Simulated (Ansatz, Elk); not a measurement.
**How far do independent atoms describe LiNb3?**

The structure of LiNb3 used here is made up (a known structure type with other elements) and was relaxed beforehand with PBE. The aim is the Fourier transform of its all-electron density, F(hkl), set beside the sum over free spherical atoms that refinements use.

Calculated with Elk 11.2.3 (patched build); DFT, PBE, all-electron APW+lo, Dirac cores, scalar-relativistic bands, static density, no spin.

The structure was built from a prototype and need not be the compound's stable phase.

### Step 1. Starting point

It takes space group Pm-3m (No. 221, cubic). Conventional cell: a = 4.088 Å, b = 4.088 Å, c = 4.088 Å, α = 90.00°, β = 90.00°, γ = 90.00°. Nb has 4 Li at 2.89 Å and 8 Nb at 2.89 Å nearest. Nearest to Li lie 12 Nb at 2.89 Å. Farther neighbours are not listed.

### Step 2. Ground state and structure factors

An all-electron density is needed, since X-rays see the cores too. Task 0 finds the density and task 195 Fourier-transforms it; tshift is off so that phases refer to the origin typed.

Input file elk.in:

```
tasks
  0
  195

xctype
  20

spinpol
  .false.

rgkmax
  7.0

gmaxvr
  14.0

lmaxo
  7

lmaxapw
  8

swidth
  0.002

tshift
  .false.

ramdisk
  .false.

hmaxvr
  5.5

maxscl
  120

epspot
  1e-06

sppath
  './'

avec
  7.72473327345 -0.00000000000 -0.00000000000
  -0.00000000000 7.72473327345 -0.00000000000
  -0.00000000000 -0.00000000000 7.72473327345

atoms
  2
  'Nb.in'
  3
  0.0000000000 0.5000000000 0.5000000000   0.000000 0.000000 0.000000
  0.5000000000 -0.0000000000 0.5000000000   0.000000 0.000000 0.000000
  0.5000000000 0.5000000000 -0.0000000000   0.000000 0.000000 0.000000
  'Li.in'
  1
  -0.0000000000 0.0000000000 0.0000000000   0.000000 0.000000 0.000000

ngridk
  6 6 6
```

On the command line:

```
$ OMP_NUM_THREADS=4 elk
```

Numbers of over 12 decimals in the logs are rounded to 6 here.

The program printed:

```text
┌─────────────────────────┐
│ Elk code version 11.2.3 │
└─────────────────────────┘

All units are atomic (Hartree, Bohr, etc.)

┌─────────────────────────────────────────────────┐
│ Ground-state run starting from atomic densities │
└─────────────────────────────────────────────────┘

Lattice vectors :
   7.724733273      -0.000000000      -0.000000000
  -0.000000000       7.724733273      -0.000000000
  -0.000000000      -0.000000000       7.724733273

Reciprocal lattice vectors :
  0.8133854057       0.000000000       0.000000000
   0.000000000      0.8133854057       0.000000000
   0.000000000       0.000000000      0.8133854057

Unit cell volume      :    460.9464536
Brillouin zone volume :   0.5381323829

Muffin-tin inner radius fraction :   0.1000000000E-01

Nuclei treated as point charges

Species : 1 (Nb)
 parameters loaded from : Nb.in
 name : niobium
 nuclear charge    :   -41.00000000
 electronic charge :    41.00000000
 atomic mass :    169357.9704
 muffin-tin radius :    2.600000000
 number of radial points in muffin-tin :   1193
 inner part over the whole radius :   0.9932322271E-02
 number on inner part of muffin-tin    :    848
 approximate nuclear radius :   0.8268951942E-04
 number of mesh points to nuclear radius :    418
 atomic positions (lattice), magnetic fields (Cartesian) :
  1 :   0.00000000  0.50000000  0.50000000    0.00000000  0.00000000  0.00000000
  2 :   0.50000000  0.00000000  0.50000000    0.00000000  0.00000000  0.00000000
  3 :   0.50000000  0.50000000  0.00000000    0.00000000  0.00000000  0.00000000

Species : 2 (Li)
 parameters loaded from : Li.in
 name : lithium
 nuclear charge    :   -3.000000000
 electronic charge :    3.000000000
 atomic mass :    12652.66898
 muffin-tin radius :    1.800000000
 number of radial points in muffin-tin :    593
 inner part over the whole radius :   0.9806707936E-02
 number on inner part of muffin-tin    :    401
 approximate nuclear radius :   0.4000070961E-04
 number of mesh points to nuclear radius :    148
 atomic positions (lattice), magnetic fields (Cartesian) :
  1 :   0.00000000  0.00000000  0.00000000    0.00000000  0.00000000  0.00000000

Total number of atoms per unit cell :    4
Total muffin-tin volume :    245.2955544
 ratio of muffin-tin to unit cell volume :   0.5321562895

Spin treatment :
 spin-unpolarised

Number of Bravais lattice symmetries :   48
Number of crystal symmetries         :   48
Crystal has inversion symmetry
Real symmetric eigensolver will be used

k-point grid :      6     6     6
k-point offset :    0.000000000       0.000000000       0.000000000
k-point set is reduced with full crystal symmetry group
Total number of k-points :       20

Muffin-tin radius times maximum |G+k| :    7.000000000
 using average radius
Maximum |G+k| for APW functions       :    2.916666667
Maximum (1/2)|G+k|²                   :    4.253472222
Maximum |G| for potential and density :    14.00000000
Constant for pseudocharge density :    9
 order of it for each species :   16  16
 order of it for pair densities of each species (exact exchange by exxq0 0: 17) :   11   4
Radial integration step length :    1

G-vector grid sizes :     35    35    35
Number of G-vectors :    21367

Maximum angular momentum used for
 APW functions            :    8
 outer part of muffin-tin :    7
 inner part of muffin-tin :    2

Total nuclear charge    :   -126.0000000
Total core charge       :    84.00000000
Total valence charge    :    42.00000000
Total excess charge     :    0.000000000
Total electronic charge :    126.0000000

Effective Wigner radius, rₛ :   0.9558662063

Number of empty states         :     16
Total number of valence states :     38
Total number of core states    :     84

Third-order local-orbitals added for an l without core states : T
Total number of local-orbitals :     63

Exchange-correlation functional :     20     0     0
 Perdew-Burke-Ernzerhof, Phys. Rev. Lett. 77, 3865 (1996)
 gradient requirement :    1
[...]
electron entropic           :    -0.12487805018242E-02
 total energy                :     -11470.086365733

Density of states at Fermi energy :    91.90313754
 (states/Hartree/unit cell)

Estimated indirect band gap :   0.1912572804E-02
 from k-point 11 to k-point 13
Estimated direct band gap   :   0.5766054587E-02
 at k-point 13

Charges :
 core                        :    84.00000000
 valence                     :    42.00000000
 interstitial                :    6.613535549
 muffin-tins (core leakage)
  species : 1 (Nb)
   atom 1                    :    39.00976714     (  0.6801724730E-06)
   atom 2                    :    39.00976714     (  0.6801724730E-06)
   atom 3                    :    39.00976714     (  0.6801724730E-06)
  species : 2 (Li)
   atom 1                    :    2.357163043     (   0.000000000    )
 total in muffin-tins        :    119.3864645
 total calculated charge     :    125.9993101
 total charge                :    126.0000000
 error                       :   0.6899093192E-03

RMS change in Kohn-Sham potential (target) :    5.355157544     (  0.1000000000E-05)
Absolute change in total energy (target)   :   0.3531376277     (  0.1000000000E-03)

[... loops 3 to 15 left out ...]

┌──────────────────┐
│ Loop number : 16 │
└──────────────────┘

Energies :
 Fermi                       :     0.324523
 sum of occupied eigenvalues :     -6805.5555483183
 electron kinetic            :      11869.854232973
 core electron kinetic       :      11617.568626237
 Coulomb                     :     -22979.604486541
 Coulomb potential           :     -18207.401988363
 nuclear-nuclear             :     -1335.9192607073
 electron-nuclear            :     -25114.259661263
 Hartree                     :      3470.5744354296
 Madelung                    :     -13875.903492360
 xc potential                :     -468.00779292839
 exchange                    :     -352.67729775726
 correlation                 :     -6.456105
 electron entropic           :    -0.18096516777936E-02
 total energy                :     -11468.885466335

Density of states at Fermi energy :    142.6862751
 (states/Hartree/unit cell)

Estimated indirect band gap :   0.2328839794E-02
 from k-point 6 to k-point 15
Estimated direct band gap   :   0.4900111323E-02
 at k-point 18

Charges :
 core                        :    84.00000000
 valence                     :    42.00000000
 interstitial                :    5.874787131
 muffin-tins (core leakage)
  species : 1 (Nb)
[...]
species : 2 (Li)
   atom 1                    :    2.255843854     (   0.000000000    )
 total in muffin-tins        :    120.1252129
 total calculated charge     :    125.9992803
 total charge                :    126.0000000
 error                       :   0.7196616559E-03

RMS change in Kohn-Sham potential (target) :   0.8901570276E-06 (  0.1000000000E-05)
Absolute change in total energy (target)   :   0.7261329301E-05 (  0.1000000000E-03)

Convergence targets achieved

┌──────────────────┐
│ Loop number : 17 │
└──────────────────┘

Energies :
 Fermi                       :     0.324523
 sum of occupied eigenvalues :     -6805.5555453451
 electron kinetic            :      11869.854233649
 core electron kinetic       :      11617.568626089
 Coulomb                     :     -22979.604483846
 Coulomb potential           :     -18207.401986872
 nuclear-nuclear             :     -1335.9192607073
 electron-nuclear            :     -25114.259657557
 Hartree                     :      3470.5744344189
 Madelung                    :     -13875.903490410
 xc potential                :     -468.00779212144
 exchange                    :     -352.67729768115
 correlation                 :     -6.456105
 electron entropic           :    -0.18096515347338E-02
 total energy                :     -11468.885462883

Density of states at Fermi energy :    142.6862619
 (states/Hartree/unit cell)

Estimated indirect band gap :   0.2328841666E-02
 from k-point 6 to k-point 15
Estimated direct band gap   :   0.4900110552E-02
 at k-point 18

Charges :
 core                        :    84.00000000
 valence                     :    42.00000000
 interstitial                :    5.874787033
 muffin-tins (core leakage)
  species : 1 (Nb)
   atom 1                    :    39.28978971     (  0.6088067579E-06)
   atom 2                    :    39.28978971     (  0.6088067579E-06)
   atom 3                    :    39.28978971     (  0.6088067579E-06)
  species : 2 (Li)
   atom 1                    :    2.255843851     (   0.000000000    )
 total in muffin-tins        :    120.1252130
 total calculated charge     :    125.9992803
 total charge                :    126.0000000
 error                       :   0.7196616525E-03

┌──────────────────────────────┐
│ Self-consistent loop stopped │
└──────────────────────────────┘

Wrote STATE.OUT
```

Run time: 14 s. Hardware: 4 threads of Arm Neoverse V2, shared host; peak memory 0.18 GiB; 35 s of CPU time.

SFACRHO.OUT:

```text

h k l indices transformed by vhmat matrix:
   1.000000000       0.000000000       0.000000000    
   0.000000000       1.000000000       0.000000000    
   0.000000000       0.000000000       1.000000000    

      h      k      l  multipl.   |H|            Re(F)            Im(F)           |F|

      0      0      0      1   0.0000000       126.00000     -0.56747471E-17   126.00000    
     -1      0      0      6  0.81338541      -34.119890     -0.84678405E-14   34.119890    
      1     -1      0     12   1.1503007      -31.549719      0.42829136E-14   31.549719    
     -1     -1     -1      8   1.4088248       96.091029      0.22998640E-13   96.091029    
      0      0     -2      6   1.6267708       91.549629      0.15017407E-13   91.549629    
     -1     -2      0     24   1.8187851      -27.134406     -0.70556505E-14   27.134406    
      1     -2      1     24   1.9923792      -26.272714     -0.13697563E-13   26.272714    
      0      2     -2     12   2.3006013       79.452284     -0.67610176E-14   79.452284    
      0     -3      0      6   2.4401562      -23.962164     -0.18467174E-13   23.962164    
     -1      2     -2     24   2.4401562      -24.039044     -0.12804321E-13   24.039044    
      3      1      0     24   2.5721505      -23.313666      0.16023804E-16   23.313666    
      1     -3      1     24   2.6976942       73.205228      0.57858912E-14   73.205228    
     -2      2      2      8   2.8176497       71.607158     -0.11520607E-13   71.607158    
     -3      2      0     24   2.9327028      -21.754493      0.34958128E-14   21.754493    
     -3      1      2     48   3.0434095      -21.319343     -0.18952873E-13   21.319343    
      0     -4      0      6   3.2535416       65.871033      0.21291529E-13   65.871033    
      2     -2     -3     24   3.3536739      -20.244538      0.88401504E-14   20.244538    
      4     -1      0     24   3.3536739      -20.187192     -0.51923746E-14   20.187192
```

Elk indexes on the primitive cell of elk.in and gives |H| = 4π sin θ/λ in inverse bohr. Below, one row stands for each form hkl of the conventional cell (m members, Friedel mates merged), F is for one primitive cell and the density is static (no thermal factor). Free-atom factors are Waasmaier and Kirfel's, and R is Σm||F|−|F'||/Σm|F|.

```csv
hkl,m,sin θ/λ (Å⁻¹),"abs F, DFT",neutral atoms,diff.
100,6,0.122,34.120,34.351,-0.231
110,12,0.173,31.550,31.854,-0.304
111,8,0.212,96.091,96.861,-0.770
200,6,0.245,91.550,92.115,-0.565
210,24,0.274,27.134,27.280,-0.146
211,24,0.300,26.273,26.220,+0.052
220,12,0.346,79.452,79.116,+0.336
300,6,0.367,23.962,23.798,+0.164
221,24,0.367,24.039,23.798,+0.241
310,24,0.387,23.314,23.175,+0.139
311,24,0.406,73.205,72.883,+0.322
222,8,0.424,71.607,71.211,+0.396
320,24,0.441,21.755,21.669,+0.086
321,48,0.458,21.319,21.258,+0.062
```

### Step 3. The highest occupied states alone

An energy window below the Fermi level keeps the highest occupied states, to see at which angles they scatter; shallow core shells can lie inside it and anion s states outside. No new self-consistency is needed.

Edit elk.in of step 2 so:

```diff
@@ -1,3 +1,2 @@
 tasks
-  0
   195
@@ -40,2 +39,5 @@
 
+wsfac
+  -0.116470 0.624520
+
 sppath
```

On the command line:

```
$ OMP_NUM_THREADS=4 elk
```

The program printed:

```text
┌─────────────────────────────────┐
│ Elk code version 11.2.3 started │
└─────────────────────────────────┘

Info(readinput): the functional depends on the density's gradient
 muffin-tin radial points multiplied by    2.00000
 (not where nrmtscf is given)

┌────────────────────┐
│ Current task : 195 │
└────────────────────┘

Info(sfacrho): density structure factors written to SFACRHO.OUT

 Energy window :  -0.1164700000      0.6245200000

┌──────────────────┐
│ Elk code stopped │
└──────────────────┘
```

Run time: 5.2 s. Hardware: 4 threads; peak memory 0.18 GiB.

States within 12 eV below the Fermi level hold 16.00 electrons; any levels below the window count with the cores. Their amplitudes can exceed the total, where window and core parts have opposite phase:

```csv
hkl,sin θ/λ (Å⁻¹),"abs F, window","abs F, all"
100,0.122,1.963,34.120
110,0.173,0.990,31.550
111,0.212,1.600,96.091
200,0.245,0.934,91.550
210,0.274,0.162,27.134
211,0.300,0.207,26.273
220,0.346,0.348,79.452
300,0.367,0.087,23.962
221,0.367,0.163,24.039
310,0.387,0.031,23.314
```

### Step 4. Another functional

The difference from free atoms is small, so it is set against the change that LDA (Perdew-Wang) makes.

Edit elk.in of step 3 so:

```diff
@@ -1,2 +1,3 @@
 tasks
+  0
   195
@@ -4,3 +5,3 @@
 xctype
-  20
+  3
 
@@ -39,5 +40,2 @@
 
-wsfac
-  -0.116470 0.624520
-
 sppath
```

On the command line:

```
$ OMP_NUM_THREADS=4 elk
```

The program printed:

```text
┌─────────────────────────┐
│ Elk code version 11.2.3 │
└─────────────────────────┘

All units are atomic (Hartree, Bohr, etc.)

┌─────────────────────────────────────────────────┐
│ Ground-state run starting from atomic densities │
└─────────────────────────────────────────────────┘

Lattice vectors :
   7.724733273      -0.000000000      -0.000000000
  -0.000000000       7.724733273      -0.000000000
  -0.000000000      -0.000000000       7.724733273

Reciprocal lattice vectors :
  0.8133854057       0.000000000       0.000000000
[...]
interstitial                :    5.835383768
 muffin-tins (core leakage)
  species : 1 (Nb)
[...]
atom 2                    :    39.30272873     ( -0.4305985893E-05)
   atom 3                    :    39.30272873     ( -0.4305985893E-05)
  species : 2 (Li)
   atom 1                    :    2.256430030     (   0.000000000    )
 total in muffin-tins        :    120.1646162
 total calculated charge     :    125.9992741
 total charge                :    126.0000000
 error                       :   0.7259474459E-03

┌──────────────────────────────┐
│ Self-consistent loop stopped │
└──────────────────────────────┘

Wrote STATE.OUT
[key lines of the parts left out:]
total energy                :     -11456.686329136
```

Run time: 7.8 s. Hardware: 4 threads; peak memory 0.18 GiB; 19 s of CPU time.

Against the first run R = 0.05 %; the largest change is -0.049 at 533.

### Step 5. A coarser k-mesh

About half the k-points along each axis test the sampling.

Edit elk.in of step 4 so:

```diff
@@ -5,3 +5,3 @@
 xctype
-  3
+  20
 
@@ -60,2 +60,2 @@
 ngridk
-  6 6 6
+  3 3 3
```

On the command line:

```
$ OMP_NUM_THREADS=4 elk
```

The program printed:

```text
┌─────────────────────────┐
│ Elk code version 11.2.3 │
└─────────────────────────┘

All units are atomic (Hartree, Bohr, etc.)

┌─────────────────────────────────────────────────┐
│ Ground-state run starting from atomic densities │
└─────────────────────────────────────────────────┘

Lattice vectors :
   7.724733273      -0.000000000      -0.000000000
  -0.000000000       7.724733273      -0.000000000
  -0.000000000      -0.000000000       7.724733273

Reciprocal lattice vectors :
  0.8133854057       0.000000000       0.000000000
[...]
interstitial                :    5.848773590
 muffin-tins (core leakage)
  species : 1 (Nb)
[...]
atom 2                    :    39.30017175     (  0.6087195850E-06)
   atom 3                    :    39.30017175     (  0.6087195850E-06)
  species : 2 (Li)
   atom 1                    :    2.250711172     (   0.000000000    )
 total in muffin-tins        :    120.1512264
 total calculated charge     :    125.9994104
 total charge                :    126.0000000
 error                       :   0.5896196821E-03

┌──────────────────────────────┐
│ Self-consistent loop stopped │
└──────────────────────────────┘

Wrote STATE.OUT
[key lines of the parts left out:]
total energy                :     -11468.898081292
```

Elapsed: 9.1 s, on 4 threads; peak memory 0.18 GiB.

Against the first run R = 0.02 %; the largest change is +0.027 at 400.

### Step 6. Basis size

A smaller basis shows how fast F responds to it; the change is likely larger than the basis error of the first run, but doesn't show convergence.

Edit elk.in of step 5 so:

```diff
@@ -11,3 +11,3 @@
 rgkmax
-  7.0
+  5.5
 
@@ -60,2 +60,2 @@
 ngridk
-  3 3 3
+  6 6 6
```

On the command line:

```
$ OMP_NUM_THREADS=4 elk
```

The program printed:

```text
┌─────────────────────────┐
│ Elk code version 11.2.3 │
└─────────────────────────┘

All units are atomic (Hartree, Bohr, etc.)

┌─────────────────────────────────────────────────┐
│ Ground-state run starting from atomic densities │
└─────────────────────────────────────────────────┘

Lattice vectors :
   7.724733273      -0.000000000      -0.000000000
  -0.000000000       7.724733273      -0.000000000
  -0.000000000      -0.000000000       7.724733273

Reciprocal lattice vectors :
  0.8133854057       0.000000000       0.000000000
[...]
interstitial                :    6.036348487
 muffin-tins (core leakage)
  species : 1 (Nb)
[...]
atom 2                    :    39.23871550     (  0.6066599063E-06)
   atom 3                    :    39.23871550     (  0.6066599063E-06)
  species : 2 (Li)
   atom 1                    :    2.247505008     (   0.000000000    )
 total in muffin-tins        :    119.9636515
 total calculated charge     :    126.0009658
 total charge                :    126.0000000
 error                       :   0.9657881136E-03

┌──────────────────────────────┐
│ Self-consistent loop stopped │
└──────────────────────────────┘

Wrote STATE.OUT
[key lines of the parts left out:]
total energy                :     -11468.809851216
```

Elapsed: 13 s, on 4 threads; peak memory 0.18 GiB.

Against the first run R = 0.02 %; the largest change is +0.076 at 220.

### Step 7. Settings against the effect

```csv
run,R against the first run (%),"R against neutral atoms, low angle (%)",wall time
"PBE, rgkmax 7",0.00,0.61,14 s
LDA (Perdew-Wang),0.05,0.61,7.8 s
k-mesh 3×3×3,0.02,0.61,9.1 s
rgkmax 5.5,0.02,0.64,13 s
```

### Step 8. Results

```
R against neutral atoms, sin θ/λ < 0.3 Å⁻¹ : 0.61 %
R against neutral atoms, 0.3 to 0.82 Å⁻¹   : 0.30 %
```

Independent neutral atoms miss the calculated amplitudes by R = 0.61 % below 0.3 Å⁻¹ and 0.30 % from there to 0.82 Å⁻¹; by shells, 0.68 % below 0.15 Å⁻¹ (1 form), 0.60 % 0.15 to 0.3 (5 forms), 0.53 % 0.3 to 0.45 (7 forms), 0.26 % above 0.45 (40 forms). Bonding, aspherical density and the tables' own atoms all enter these figures, and the runs don't part them. The largest change of an amplitude is -0.77 electrons, at 111. The window's part falls from 16.0 electrons at the origin to at most 0.16 between 0.45 and 0.82 Å⁻¹. Below 0.3 Å⁻¹ the changes that finished (LDA (Perdew-Wang), k-mesh 3×3×3 and rgkmax 5.5) move F by R = 0.04 % at most, against the 0.61 % that separates it from free atoms. These runs have no spin, though d or f shells may be open. Part of the difference isn't bonding: the tables are fits to free atoms and ions calculated by other methods than this functional. Thermal motion, anomalous dispersion and extinction are left out.

[Logs are printed without paths, hosts, clocks, repeated set-up lines and the standing remarks that a program may print on its own settings, such as how far it seeks lower states.]

[Hosts, paths, dates, database ids (printed as entryN), source tags and the programs' standing remarks are cut or masked in the printed files.]
